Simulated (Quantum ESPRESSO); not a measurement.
# Al (Fm-3m): a volume series of phonon spectra, part 3 of 6

Which modes of Al drive its thermal expansion?

Experimental results on record:
- volume expansion coefficient 69 1e-6/K and heat capacity C_P per formula unit 24.2 J/mol/K near room temperature (given in “High-Throughput Prediction of Finite-Temperature Properties using the Quasi-Harmonic Approximation”, 2016, arXiv:1603.06924)

Quantum ESPRESSO 7.5; DFT PBE, scalar-relativistic, plane waves, GBRV ultrasoft pseudopotentials.

So far. Step 2 (Probe on a coarse mesh): The start is under -0.44 GPa at this level and looks like a metal on this mesh. Step 3 (Finding the static equilibrium): After the last step pw.x solved the final cell once more on a basis chosen for it, which moves the energy without moving the atoms.

### 4. Self-consistent run

A tight ground state at this cell gives the energy of this member; its pressure is the stress at this cutoff, which can carry an offset from the finite basis.

scf.in

```
&CONTROL
  calculation = 'scf'
  prefix      = 'x'
  outdir      = './tmp'
  pseudo_dir  = './pseudo'
  tprnfor     = .true.
  tstress     = .true.
/
&SYSTEM
  ibrav       = 0
  nat         = 1
  ntyp        = 1
  ecutwfc     = 40.0
  ecutrho     = 240.0
  occupations = 'smearing'
  smearing    = 'mv'
  degauss     = 0.02
/
&ELECTRONS
  conv_thr         = 1.0d-12
  mixing_beta      = 0.7
  electron_maxstep = 100
/
ATOMIC_SPECIES
 Al     26.9815  Al.upf
CELL_PARAMETERS angstrom
     0.000000000    2.020292494    2.020292494
     2.020292494    0.000000000    2.020292494
     2.020292494    2.020292494    0.000000000
ATOMIC_POSITIONS crystal
 Al     0.000000000   0.000000000   0.000000000
K_POINTS automatic
 16 16 16 0 0 0
```

Run with:

```
OMP_NUM_THREADS=1 mpirun -n 4 pw.x -nk 4 -in scf.in > scf.out
```

Output:

```text
[banner, memory and clock lines left out]
Program PWSCF v.7.5

     Message from routine setup:
     using ibrav=0 with symmetry is DISCOURAGED, use correct ibrav instead

     G-vector sticks info

     bravais-lattice index     =            0
     lattice parameter (alat)  =       5.3992  a.u.
     unit-cell volume          =     111.2934 (a.u.)^3
     number of atoms/cell      =            1
     number of atomic types    =            1
     number of electrons       =         3.00
     number of Kohn-Sham states=            6
     kinetic-energy cutoff     =      40.0000  Ry
     charge density cutoff     =     240.0000  Ry
     scf convergence threshold =      1.0E-12
     mixing beta               =       0.7000
     number of iterations used =            8  plain     mixing
     Exchange-correlation= SLA  PW   PBE  PBE
                           (   1   4   3   4   0   0   0)

     celldm(1)=   5.399184  celldm(2)=   0.000000  celldm(3)=   0.000000
     celldm(4)=   0.000000  celldm(5)=   0.000000  celldm(6)=   0.000000

     crystal axes: (cart. coord. in units of alat)
               a(1) = (   0.000000   0.707107   0.707107 )
               a(2) = (   0.707107   0.000000   0.707107 )
               a(3) = (   0.707107   0.707107   0.000000 )

     reciprocal axes: (cart. coord. in units 2 pi/alat)
               b(1) = ( -0.707107  0.707107  0.707107 )
               b(2) = (  0.707107 -0.707107  0.707107 )
               b(3) = (  0.707107  0.707107 -0.707107 )

     PseudoPot. # 1 for Al read from file:
     ./pseudo/Al.upf
     Pseudo is Ultrasoft + core correction, Zval =  3.0
     Using radial grid of  893 points,  3 beta functions with:
                l(1) =   0
                l(2) =   1
                l(3) =   2
     Q(r) pseudized with  8 coefficients,  rinner =    0.900   0.900   0.900
                                                       0.900   0.900

     atomic species   valence    mass     pseudopotential
     Al                3.00    26.98150     Al( 1.00)

     48 Sym. Ops., with inversion, found

   Cartesian axes

     site n.     atom                  positions (alat units)
         1        Al     tau(   1) = (   0.0000000   0.0000000   0.0000000  )

     number of k points=   145  Marzari-Vanderbilt smearing, width (Ry)=  0.0200

     Number of k-points >= 100: set verbosity='high' to print them.

     Dense  grid:     6879 G-vectors     FFT dimensions: (  27,  27,  27)

     Smooth grid:     3839 G-vectors     FFT dimensions: (  24,  24,  24)

     Initial potential from superposition of free atoms

     starting charge       2.9975, renormalised to       3.0000
     Starting wfcs are    4 randomized atomic wfcs +    2 random wfcs

     per-process dynamical memory:    10.5 Mb

     Self-consistent Calculation

     iteration #  1     ecut=    40.00 Ry     beta= 0.70
     Davidson diagonalization with overlap
     ethr =  1.00E-02,  avg # of iterations =  5.5

     Threshold (ethr) on eigenvalues was too large:
     Diagonalizing with lowered threshold

     Davidson diagonalization with overlap
     ethr =  2.05E-04,  avg # of iterations =  2.1

     total energy              =      -6.70803127 Ry
     estimated scf accuracy    <       0.00615632 Ry

     iteration #  2     ecut=    40.00 Ry     beta= 0.70
     Davidson diagonalization with overlap
     ethr =  2.05E-04,  avg # of iterations =  1.0

     total energy              =      -6.70805734 Ry
     estimated scf accuracy    <       0.00037108 Ry

     iteration #  3     ecut=    40.00 Ry     beta= 0.70
     Davidson diagonalization with overlap
     ethr =  1.24E-05,  avg # of iterations =  2.4

     total energy              =      -6.70807040 Ry
     estimated scf accuracy    <       0.00000116 Ry

     iteration #  4     ecut=    40.00 Ry     beta= 0.70
     Davidson diagonalization with overlap
     c_bands:  1 eigenvalues not converged
     ethr =  3.88E-08,  avg # of iterations =  2.5

     total energy              =      -6.70807070 Ry
     estimated scf accuracy    <          6.5E-09 Ry

     iteration #  5     ecut=    40.00 Ry     beta= 0.70
     Davidson diagonalization with overlap
     c_bands:  1 eigenvalues not converged
     ethr =  2.17E-10,  avg # of iterations =  2.1

     total energy              =      -6.70807070 Ry
     estimated scf accuracy    <          3.2E-10 Ry

     iteration #  6     ecut=    40.00 Ry     beta= 0.70
     Davidson diagonalization with overlap
     ethr =  1.07E-11,  avg # of iterations =  1.1

     total energy              =      -6.70807070 Ry
     estimated scf accuracy    <          2.6E-12 Ry

     iteration #  7     ecut=    40.00 Ry     beta= 0.70
     Davidson diagonalization with overlap
     ethr =  1.00E-13,  avg # of iterations =  1.8

     End of self-consistent calculation

     Number of k-points >= 100: set verbosity='high' to print the bands.

     the Fermi energy is     7.9497 ev

!    total energy              =      -6.70807070 Ry
     estimated scf accuracy    <          7.6E-14 Ry
     smearing contrib. (-TS)   =       0.00000026 Ry
     internal energy E=F+TS    =      -6.70807096 Ry

     The total energy is F=E-TS. E is the sum of the following terms:
     one-electron contribution =       2.98137075 Ry
     hartree contribution      =       0.00828252 Ry
     xc contribution           =      -4.29359568 Ry
     ewald contribution        =      -5.40412856 Ry

     convergence has been achieved in   7 iterations

     Forces acting on atoms (cartesian axes, Ry/au):

     atom    1 type  1   force =     0.00000000    0.00000000    0.00000000

     Total force =     0.000000     Total SCF correction =     0.000000

     Computing stress (Cartesian axis) and pressure

          total   stress  (Ry/bohr**3)                   (kbar)     P=        0.01
   0.00000005  -0.00000000   0.00000000            0.01       -0.00        0.00
  -0.00000000   0.00000005  -0.00000000           -0.00        0.01       -0.00
  -0.00000000  -0.00000000   0.00000005           -0.00       -0.00        0.01

     XML data file, charge density, pseudopotentials, collected wavefunctions
```

The job ended after 1.8 s (4 MPI ranks of AMD EPYC 9R45, shared host).

On a basis chosen for the relaxed cell the pressure is 0.001 GPa, small enough for phonons.

[end of part 3 of 6]

[Logs are printed without paths, hosts, clocks, repeated set-up lines and the standing remarks that a program may print on its own settings, such as how far it seeks lower states.]

[Hosts, paths, dates, database ids (printed as entryN), source tags and the programs' standing remarks are cut or masked in the printed files.]

[A step with changed settings may run another functional than the one named; its input shows which.]

[Of the runs on displaced cells, only some may be shown.]
